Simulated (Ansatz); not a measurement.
# Lattice dynamics of MgI2 monolayer (1T)

How does MgI2 monolayer (1T) vibrate, and is this structure a minimum?

Method: DFT LDA, scalar-relativistic, plane waves, PAW, in Ansatz 0.2.0.

### Step 1. Set-up

The cell holds 3 atoms: 1 Mg and 2 I. Its edges and angles: a = 4.150 Å, b = 4.150 Å, c = 20.000 Å, α = 90.0°, β = 90.0°, γ = 120.0°. Vacuum lies along c.

### Step 2. Relaxation

The cell and atoms are relaxed, since residual forces and stress would shift the frequencies.

The program solves this slab on a cell height of its own, 30.4 Å, in place of the one typed.

Contents of input.yaml:

```yaml
crystal:
  lattice:
    - [4.15, 0.0, 0.0]
    - [-2.075, 3.59401, 0.0]
    - [0.0, 0.0, 20.0]
  atoms:
    - { symbol: Mg, position: [0.0, 0.0, 0.5] }
    - { symbol: I, position: [0.333333, 0.666667, 0.5825] }
    - { symbol: I, position: [0.666667, 0.333333, 0.4175] }
  periodic: [true, true, false]
kpoints:
  mp_grid: { grid: [6, 6, 1] }
hamiltonian:
  xc: lda
scf:
  occupations: { method: gaussian, width: 0.02 }
output:
  forces: true
  stress: true
  eigenvalues: true
relax:
  adjacent_minimum: "off"
  f_tol: 0.005
  max_steps: 80
  cell: { stress_2d_tol: 0.02 }
```

Started as:

```sh
> ansatz run input.yaml --threads 4 --pin off --max-ram 14336MiB --backend cpu --events-out ev --progress --plain --runs-dir out
```

Numbers of over 12 decimals in the logs are rounded to 6 here.

The program printed:

```text
Warning: crystal.periodic: the lattice vector that does not repeat stood 0.000° off the slab's normal, 20.000 Å along it as the deck builds it. The run solves the slab on a vector along the normal, 30.400 Å long, with every atom where it was (on the deck's vector they left 16.70 Å outside them, and the widest stretch free of ions among them is 1.65 Å). A fractional position that the run reports is one of the run's ce [...]
Warning: the atoms were moved onto the symmetric positions of the space group found under crystal.symmetry.tolerance 1.0e-5 (fractional; no operation is sought that the atoms, as they stand in a round, miss by more than twice it, and no atom is moved by as much as it), and the run uses the moved positions. Before a round's move an operation carried an atom to 4.15e-6 Å from where it should land, the largest such dist [...]
crystal.periodic: the lattice vector that does not repeat stood 0.000° off the slab's normal, 20.000 Å along it as the deck builds it. The run solves the slab on a vector along the normal, 30.400 Å long, with every atom where it was (on the deck's vector they left 16.70 Å outside them, and the widest stretch free of ions among them is 1.65 Å). A fractional position that the run reports is one of the run's cell, which [...]
Engine: ansatz 0.2.0, x86_64-unknown-linux-gnu
Pseudopotentials: kind: paw
Pseudopotential: Mg, paw, valence charge 10, recommended cutoff 420 eV (normal), Mg.paw.azcp
Pseudopotential: I, paw, valence charge 17, recommended cutoff 420 eV (normal), I.paw.azcp
Functional definition: SPW92
  exchange = slater_x
  correlation = pw_c
Crystal: 3 atoms, lattice volume = 453.420 Å³
Basis set: ecut = 420 eV, 8747 PW (Γ)
Bands: 27, of which v1, the nominal top of the filled ones, is band 22 counted from 1 (21 counted from 0)
Symmetry: 12 space group operations
Space group: P-3m1 (ITA 164), of the structure as read, at distance tolerance 7.7e-5 Å
k-points: 7 of 36
Non-local potential: Mg, projectors of the file, l = 0: 3, l = 1: 2, l = 2: 1
Non-local potential: I, projectors of the file, l = 0: 2, l = 1: 2, l = 2: 2, l = 3: 2
PAW form: soft (Blöchl's): semilocal exchange-correlation on the pseudo side does not see the compensation charge
PAW frozen core: Mg, regenerated for the run's functional, and the local potential with it (the file was generated under x = pbe(κ = 0.804, μ = 0.219515), c = pbe(β = 0.066725))
PAW frozen core: I, regenerated for the run's functional, and the local potential with it (the file was generated under x = pbe(κ = 0.804, μ = 0.219515), c = pbe(β = 0.066725))
PAW one-centre angular grid: Mg, 110 points (default); XC on 64 Gauss nodes
PAW one-centre angular grid: I, 590 points (default); XC on 64 Gauss nodes
Initial density: superposition of atomic densities (neutral atoms: chi_scale 0, normalization atom), corrected by the library's trained network
Initial wavefunctions: pseudopotential atomic-orbital guess
Functional: x = slater, c = lda
SCF iter   1: F=—  HF=-16616.421782 eV  |F-HF|=—  |Δ(HF+E_count)|=         —  Δρ=2.34e-3  dr2=1.19e-2  ethr=1.77e-3  ⟨swp⟩=20.7  Hψ=1633  notcnv=0
preconditioner: auto → Resta (q_TF=auto, 1.849 Å⁻¹)  ε∞=1.5  [insulator: Δε(μ)=3.538 eV  Ē_g=10.010 eV  σ=0.020 eV  W_gap=1.00  n_scr=46 (ndim 8)  ℏωp=7.0 eV  f_vac=0.762  D(μ)=0.00/eV (n_scr^D=0)  ε∞_Penn≈1.5  vacuum switching on, ρ_ref=7.3e-3 e/Å³]
SCF iter   2: F=—  HF=-16616.415254 eV  |F-HF|=—  |Δ(HF+E_count)|=   6.53e-3  Δρ=1.00e-3  dr2=1.98e-3  ethr=2.70e-5  ⟨swp⟩=4.0  Hψ=484  notcnv=0  defer=7
SCF iter   3: F=—  HF=-16616.415238 eV  |F-HF|=—  |Δ(HF+E_count)|=   1.51e-5  Δρ=3.17e-4  dr2=6.53e-4  ethr=4.50e-6  ⟨swp⟩=2.9  Hψ=399  notcnv=0  defer=7
SCF iter   4: F=—  HF=-16616.415169 eV  |F-HF|=—  |Δ(HF+E_count)|=   6.92e-5  Δρ=9.14e-5  dr2=3.99e-5  ethr=1.48e-6  ⟨swp⟩=3.9  Hψ=401  notcnv=0  defer=7
SCF iter   5: F=—  HF=-16616.415112 eV  |F-HF|=—  |Δ(HF+E_count)|=   5.77e-5  Δρ=9.82e-6  dr2=3.92e-7  ethr=9.07e-8  ⟨swp⟩=3.1  Hψ=284  notcnv=0  defer=7
iter 6 did not close the SCF: its close was put off until two iterations running show no level that it waits for move by more than its bar (scf_convergence_deferred on its scf_iter line)
SCF iter   6: F=-16616.415113 eV  HF=-16616.415112 eV  |F-HF|=1.07e-7  |Δ(HF+E_count)|=   8.73e-7  Δρ=2.44e-6  dr2=2.53e-8  ethr=2.27e-10  ⟨swp⟩=17.6  Hψ=1075  notcnv=0
iter 7 did not close the SCF: its close was put off until two iterations running show no level that it waits for move by more than its bar (scf_convergence_deferred on its scf_iter line)
SCF iter   7: F=-16616.415113 eV  HF=-16616.415113 eV  |F-HF|=1.13e-9  |Δ(HF+E_count)|=   1.09e-7  Δρ=4.32e-7  dr2=1.70e-9  ethr=5.75e-11  ⟨swp⟩=3.4  Hψ=711  notcnv=0
SCF iter   8: F=-16616.415113 eV  HF=-16616.415113 eV  |F-HF|=2.00e-10  |Δ(HF+E_count)|=   2.06e-9  Δρ=6.63e-8  dr2=2.72e-11  ethr=3.86e-12  ⟨swp⟩=2.9  Hψ=611  notcnv=0
SCF 1 converged in 8 iterations: F = -16616.415113 eV  dr2 = 2.72e-11
  greatest PAW one-centre occupation: 1.000 electrons in one spin orbital (limit 2), on the Mg atom at site 0 (counted from 0), in its partial waves of l = 0
relax step   1: F+E_penalty+E_count = -16616.41511256 eV  Δ(F+E_penalty+E_count) = +0.000e0 eV  max|allowed force component| = 1.134e-1 eV/Å  Δτ_max = 0.0000 Å  P = -0.927 N/m  Ω = 453.420 Å³  fix = [c, alpha, beta]  reactions: c -0.000 N/m  (8 SCF iters, dr2 threshold 1.00e-7 eV, accepted)
Crystal: 3 atoms, lattice volume = 445.980 Å³
Basis set: ecut = 420 eV, 8633 PW (Γ)
Initial density: handed on by an earlier stage of this run
Initial wavefunctions: those handed on with the density
iter 1 solved again at ethr=4.44e-6 eV; its pass at ethr=3.10e-3 eV (dr2=1.95e-3 eV) is discarded
SCF iter   1: F=—  HF=-16616.427373 eV  |F-HF|=—  |Δ(HF+E_count)|=         —  Δρ=3.78e-4  dr2=2.08e-3  ethr=4.44e-6  ⟨swp⟩=3.9  Hψ=1355  notcnv=0
preconditioner: auto → Resta (q_TF=auto, 1.855 Å⁻¹)  ε∞=1.5  [insulator: Δε(μ)=3.560 eV  Ē_g=10.100 eV  σ=0.020 eV  W_gap=1.00  n_scr=46 (ndim 8)  ℏωp=7.0 eV  f_vac=0.762  D(μ)=0.00/eV (n_scr^D=0)  ε∞_Penn≈1.5  vacuum switching on, ρ_ref=7.4e-3 e/Å³]
SCF iter   2: F=—  HF=-16616.426889 eV  |F-HF|=—  |Δ(HF+E_count)|=   4.83e-4  Δρ=1.78e-4  dr2=2.67e-4  ethr=4.44e-6  ⟨swp⟩=3.6  Hψ=380  notcnv=0
SCF iter   3: F=—  HF=-16616.426765 eV  |F-HF|=—  |Δ(HF+E_count)|=   1.24e-4  Δρ=8.91e-5  dr2=3.08e-5  ethr=6.06e-7  ⟨swp⟩=3.7  Hψ=356  notcnv=0
SCF iter   4: F=—  HF=-16616.426759 eV  |F-HF|=—  |Δ(HF+E_count)|=   5.98e-6  Δρ=1.53e-5  dr2=7.83e-7  ethr=7.00e-8  ⟨swp⟩=2.1  Hψ=258  notcnv=0
SCF iter   5: F=-16616.426759 eV  HF=-16616.426759 eV  |F-HF|=2.71e-8  |Δ(HF+E_count)|=   1.93e-8  Δρ=3.48e-6  dr2=4.17e-8  ethr=6.82e-10  ⟨swp⟩=10.7  Hψ=1008  notcnv=0
SCF 2 converged in 5 iterations: F = -16616.426759 eV  dr2 = 4.17e-8
relax step   2: F+E_penalty+E_count = -16616.42675902 eV  Δ(F+E_penalty+E_count) = -1.165e-2 eV  max|allowed force component| = 4.076e-2 eV/Å  Δτ_max = 0.0182 Å  P = -0.373 N/m  Ω = 445.980 Å³  energy of the carried Pulay correction = +2.696e-4 eV  fix = [c, alpha, beta]  reactions: c -0.000 N/m  (5 SCF iters, dr2 threshold 3.00e-7 eV, accepted)
Crystal: 3 atoms, lattice volume = 435.544 Å³
Basis set: ecut = 420 eV, 8513 PW (Γ)
iter 1 solved again at ethr=1.85e-6 eV; its pass at ethr=3.10e-3 eV (dr2=8.14e-4 eV) is discarded
SCF iter   1: F=—  HF=-16616.432250 eV  |F-HF|=—  |Δ(HF+E_count)|=         —  Δρ=4.71e-4  dr2=9.15e-4  ethr=1.85e-6  ⟨swp⟩=3.7  Hψ=1469  notcnv=0
preconditioner: auto → Resta (q_TF=auto, 1.862 Å⁻¹)  ε∞=1.5  [insulator: Δε(μ)=3.527 eV  Ē_g=10.133 eV  σ=0.020 eV  W_gap=1.00  n_scr=48 (ndim 8)  ℏωp=7.1 eV  f_vac=0.760  D(μ)=0.00/eV (n_scr^D=0)  ε∞_Penn≈1.5  vacuum switching on, ρ_ref=7.4e-3 e/Å³]
SCF iter   2: F=—  HF=-16616.431975 eV  |F-HF|=—  |Δ(HF+E_count)|=   2.75e-4  Δρ=2.25e-4  dr2=1.89e-4  ethr=1.85e-6  ⟨swp⟩=2.1  Hψ=235  notcnv=0
SCF iter   3: F=—  HF=-16616.431869 eV  |F-HF|=—  |Δ(HF+E_count)|=   1.06e-4  Δρ=3.99e-5  dr2=2.25e-5  ethr=4.29e-7  ⟨swp⟩=2.6  Hψ=260  notcnv=0
SCF iter   4: F=—  HF=-16616.431864 eV  |F-HF|=—  |Δ(HF+E_count)|=   4.47e-6  Δρ=2.33e-5  dr2=2.32e-6  ethr=5.10e-8  ⟨swp⟩=3.7  Hψ=405  notcnv=0
SCF iter   5: F=-16616.431864 eV  HF=-16616.431864 eV  |F-HF|=6.05e-9  |Δ(HF+E_count)|=   1.67e-7  Δρ=3.78e-6  dr2=6.29e-8  ethr=4.47e-10  ⟨swp⟩=9.6  Hψ=1154  notcnv=0
SCF 3 converged in 5 iterations: F = -16616.431864 eV  dr2 = 6.29e-8
relax step   3: F+E_penalty+E_count = -16616.43186425 eV  Δ(F+E_penalty+E_count) = -5.105e-3 eV  max|allowed force component| = 9.903e-4 eV/Å  Δτ_max = 0.0257 Å  P = +0.040 N/m  Ω = 435.544 Å³  energy of the carried Pulay correction = +6.605e-4 eV  fix = [c, alpha, beta]  reactions: c +0.000 N/m  (5 SCF iters, dr2 threshold 1.97e-7 eV, accepted)
[...]
relax step   4: F+E_penalty+E_count = -16616.43186635 eV  Δ(F+E_penalty+E_count) = -2.103e-6 eV  max|allowed force component| = 3.367e-5 eV/Å  Δτ_max = 0.0017 Å  P = -0.002 N/m  Ω = 436.427 Å³  energy of the carried Pulay correction = +6.269e-4 eV  fix = [c, alpha, beta]  reactions: c -0.000 N/m  (5 SCF iters, dr2 threshold 2.22e-9 eV, accepted)
Initial wavefunctions: pseudopotential atomic-orbital guess (no wavefunctions were taken with the density)
iter 1 solved again at ethr=5.68e-6 eV; its pass at ethr=3.10e-3 eV (dr2=2.50e-3 eV) is discarded
SCF iter   1: F=—  HF=-16616.431171 eV  |F-HF|=—  |Δ(HF+E_count)|=         —  Δρ=1.78e-5  dr2=2.67e-7  ethr=5.68e-6  ⟨swp⟩=4.0  Hψ=2180  notcnv=0
eigensolver tolerance schedule: the retry pair's looser diagonalisation over-reported the residual by 9373.00 of it (diagonalisation noise at an unbounded share of the residual, at the tolerance the schedule requests for it); recorded, not acted on — ethr = c·dr2/N_el stays at c = 1.0e-1
preconditioner: auto → Resta (q_TF=auto, 1.861 Å⁻¹)  ε∞=1.5  [insulator: Δε(μ)=3.524 eV  Ē_g=10.122 eV  σ=0.020 eV  W_gap=1.00  n_scr=48 (ndim 8)  ℏωp=7.1 eV  f_vac=0.760  D(μ)=0.00/eV (n_scr^D=0)  ε∞_Penn≈1.5  vacuum switching on, ρ_ref=7.4e-3 e/Å³]
SCF iter   2: F=—  HF=-16616.431221 eV  |F-HF|=—  |Δ(HF+E_count)|=   4.99e-5  Δρ=7.23e-6  dr2=3.55e-8  ethr=6.06e-10  ⟨swp⟩=5.4  Hψ=603  notcnv=0
SCF iter   3: F=—  HF=-16616.431221 eV  |F-HF|=—  |Δ(HF+E_count)|=   1.48e-8  Δρ=2.19e-6  dr2=5.94e-9  ethr=8.07e-11  ⟨swp⟩=2.9  Hψ=358  notcnv=0
SCF iter   4: F=—  HF=-16616.431221 eV  |F-HF|=—  |Δ(HF+E_count)|=   1.76e-9  Δρ=4.95e-7  dr2=2.71e-9  ethr=1.35e-11  ⟨swp⟩=4.0  Hψ=402  notcnv=0
SCF iter   5: F=—  HF=-16616.431221 eV  |F-HF|=—  |Δ(HF+E_count)|=  6.55e-10  Δρ=5.13e-8  dr2=7.46e-12  ethr=6.17e-12  ⟨swp⟩=3.4  Hψ=383  notcnv=0
SCF iter   6: F=-16616.431221 eV  HF=-16616.431221 eV  |F-HF|=7.28e-12  |Δ(HF+E_count)|=    0.00e0  Δρ=1.62e-8  dr2=6.07e-13  ethr=1.00e-12  ⟨swp⟩=12.3  Hψ=1078  notcnv=0
SCF 5 converged in 6 iterations: F = -16616.431221 eV  dr2 = 6.07e-13
relax step   5: F+E_penalty+E_count = -16616.43122121 eV  Δ(F+E_penalty+E_count) = +6.451e-4 eV  max|allowed force component| = 2.201e-5 eV/Å  Δτ_max = 0.0000 Å  P = -0.002 N/m  Ω = 436.427 Å³  fix = [c, alpha, beta]  reactions: c -0.000 N/m  stress off target by 2.41e-3 N/m on what of the cell is left free  SCF on the basis re-selected at this cell (its energy is not comparable with the rows above)  (6 SCF iters)
basis re-selected at this cell: Δ(F+E_penalty+E_count) = +6.451e-4 eV, ΔP = -0.000 N/m vs the last step (what re-selecting the basis moved, of the pressure what is left beyond the Pulay correction that the steps carried, after the strain that the cell walked since its last selection, with what the two solves' SCF thresholds leave and, on support functions, any second-order correction that the steps lacked; it is no m [...]
SCF converged after 6 iterations
Free energy (F): -16616.431221 eV
Harris-Foulkes:  -16616.431221 eV  (|F-HF|=7.28e-12)
Internal energy: -16616.431221 eV  (E = F + TS)
E sigma→0 (E₀):  -16616.431221 eV
Fermi energy:    -4.714378 eV
--- Per-component energies (eV) ---
  E_band       = -1622.125996
  E_kinetic    = 457.298179
  E_local      = -76520.281085  (includes V_loc(G=0)·N_el)
  E_nonlocal   = -74.639571
  E_hartree    = 37840.668321
  E_xc         = -284.085490
  E_vxc        = -295.671076  (∫ρ·V_xc dr)
  E_paw        = -9592.306395  (= ΣΔE_a)
  E_vpaw       = -870.169227  (= ΣTr[D̂ρ^β])
  E_aug_tail   = 0.000105  (compensation charges beyond the density's cutoff)
  E_ewald      = 31555.201804
  E_core_change = 1.712909  (= ΣΔE_core)
  E_smearing   = -0.000000  (= −TS)
  E_closure    = -0.000000  (closes the sum)
  Σ components = -16616.431221   (vs F -16616.431221, Δ=0.00e0)
--- Forces (eV/Å), atoms counted from 1 ---
  atom   1  Mg     0.00000000     0.00000000     0.00000000
  atom   2  I      0.00000000     0.00000000    -0.00002201
  atom   3  I     -0.00000000    -0.00000000     0.00002201
  max |Σ_I F_I| component: 3.47e-18 eV/Å
--- 2D stress c σ (N/m, compression-positive) ---
       -0.002413      -0.000000      -0.000000
       -0.000000      -0.002413      -0.000000
       -0.000000      -0.000000      -0.000000
  P = ½ c Tr σ = -0.0024 N/m
--- Band table (eV; the first three rows and the last of 7) ---
  k-point 0: bands = [... 18 lower, -6.7765, -6.7765, -6.4763, -6.4763, -2.4286, -1.6659 (-1.6659°), -0.4197 (-0.4244°), -0.3718, ... 1 higher]
  k-point 1: bands = [... 18 lower, -7.3765, -7.1325, -7.0981, -6.5802, -1.7128, -1.0884 (-1.0884°), -0.3790 (-0.3798°), -0.2833, ... 1 higher]
  k-point 2: bands = [... 18 lower, -8.1940, -7.5611, -7.1691, -6.8606, -2.4758, -1.1429, -0.6036 (-0.6036°), 0.3585, ... 1 higher]
  k-point 6: bands = [... 18 lower, -9.1690, -8.6422, -7.3774, -7.3774, -2.0932, -0.1405, -0.1405, 1.5224, ... 1 higher]
  ° read free of the cell's end (the report's vacuum.weakly_bound_levels)
--- Relaxed structure (4 steps of the walk, 4 accepted, 1 SCFs on fresh bases) ---
  F+E_penalty+E_count = -16616.43122121 eV   max|allowed force component| = 2.201e-5 eV/Å   (the final SCF, on the basis selected at the relaxed cell)
  cell:  # Å, volume = 436.4269 Å³
    - [4.071493, 0.0, 0]
    - [-2.035746, 3.526016, 0]
    - [0, 0, 30.400000]
  atoms:
    - { symbol: Mg, position: [0, 0, 0.328947] }
    - { symbol: I, position: [0.333333, 0.666667, 0.383416] }
    - { symbol: I, position: [0.666667, 0.333333, 0.274479] }
```

Elapsed: 4.8 s, on 4 threads of Intel Xeon 6975P-C (Granite Rapids), shared host; peak memory 0.77 GiB; 17 s of CPU time.

Relaxation path:

```csv
step,energy less that of the first step (eV),largest force component (eV/Å),volume (Å³)
1,0.0000,0.1134,453.42
2,-0.0116,0.0408,445.98
3,-0.0168,0.0010,435.54
4,-0.0168,0.0000,436.43
5*,-0.0161,0.0000,436.43
```

Relaxation steps marked * repeat the geometry before them on a plane-wave basis chosen anew for their cell, so energy and pressure can jump there.

Forces are held to the 12 operations that the run works with; a distortion that breaks them can't arise in this run.

```csv
cell as run,before,after,change
a (Å),4.150,4.071,-1.9 %
b (Å),4.150,4.071,-1.9 %
```

Final coordinates:

```xyz
3
Lattice="4.0715 0.0000 0.0000 -2.0357 3.5260 0.0000 0.0000 0.0000 30.4000" Properties=species:S:1:pos:R:3
Mg    0.0000    0.0000   10.0000
I     0.0000    2.3507   11.6559
I     2.0357    1.1753    8.3441
```

This step gave:

- gap on the k-mesh: 3.524 eV
- direct gap on mesh: 4.048 eV
- area per atom: 4.785 Å²

The relaxation ends with a largest force component of 2.2e-5 eV/Å.

### Step 3. Tight relaxation

Phonons need a cell at rest on their own settings, so the relaxation is repeated with tight tolerances on forces and stress on the k mesh and occupations of the first response run.

Contents of input.yaml:

```yaml
crystal:
  lattice:
    - [4.071492594, 0.0, 0.0]
    - [-2.035746297, 3.5260160177, 0.0]
    - [0.0, 0.0, 30.4]
  atoms:
    - { symbol: Mg, position: [0.0, 0.0, 0.3289473684] }
    - { symbol: I, position: [0.3333333333, 0.6666666667, 0.383416156] }
    - { symbol: I, position: [0.6666666667, 0.3333333333, 0.2744785809] }
  periodic: [true, true, false]
kpoints:
  mp_grid: { grid: [6, 6, 1] }
hamiltonian:
  xc: lda
scf:
  occupations: { method: fixed }
output:
  forces: true
  stress: true
  eigenvalues: true
relax:
  adjacent_minimum: "off"
  f_tol: 0.001
  max_steps: 60
  cell: { stress_2d_tol: 0.002 }
```

The program printed:

```text
[...]
Crystal: 3 atoms, lattice volume = 436.427 Å³
Basis set: ecut = 420 eV, 8513 PW (Γ)
Bands: 27, of which v1, the nominal top of the filled ones, is band 22 counted from 1 (21 counted from 0)
Symmetry: 12 space group operations
[...]
k-points: 7 of 36
[...]
° read free of the cell's end (the report's vacuum.weakly_bound_levels)
--- Relaxed structure (2 steps of the walk, 2 accepted, 1 SCFs on fresh bases) ---
[...]
cell:  # Å, volume = 436.3998 Å³
    - [4.071366, 0.0, 0.0]
    - [-2.035683, 3.525907, 0.0]
    - [0.0, 0.0, 30.4]
  atoms:
    - { symbol: Mg, position: [0, 0.0, 0.328947] }
    - { symbol: I, position: [0.333333, 0.666667, 0.383418] }
    - { symbol: I, position: [0.666667, 0.333333, 0.274476] }
[key lines of the parts left out:]
SCF converged after 10 iterations
Free energy (F): -16616.431222 eV
Fermi energy:    -6.475985 eV
P = ½ c Tr σ = -0.0013 N/m
```

Elapsed: 3.3 s, on 4 threads; peak memory 0.76 GiB.

Little changed from the start: no atom moved by 0.005 Å and no cell edge by 0.1 %.

The largest force component left is 0.14 meV/Å, within the tolerances set.

(Part 1 of 3 ends here.)

[Logs are printed without paths, hosts, clocks, repeated set-up lines and the standing remarks that a program may print on its own settings, such as how far it seeks lower states.]

[Hosts, paths, dates, database ids (printed as entryN), source tags and the programs' standing remarks are cut or masked in the printed files.]
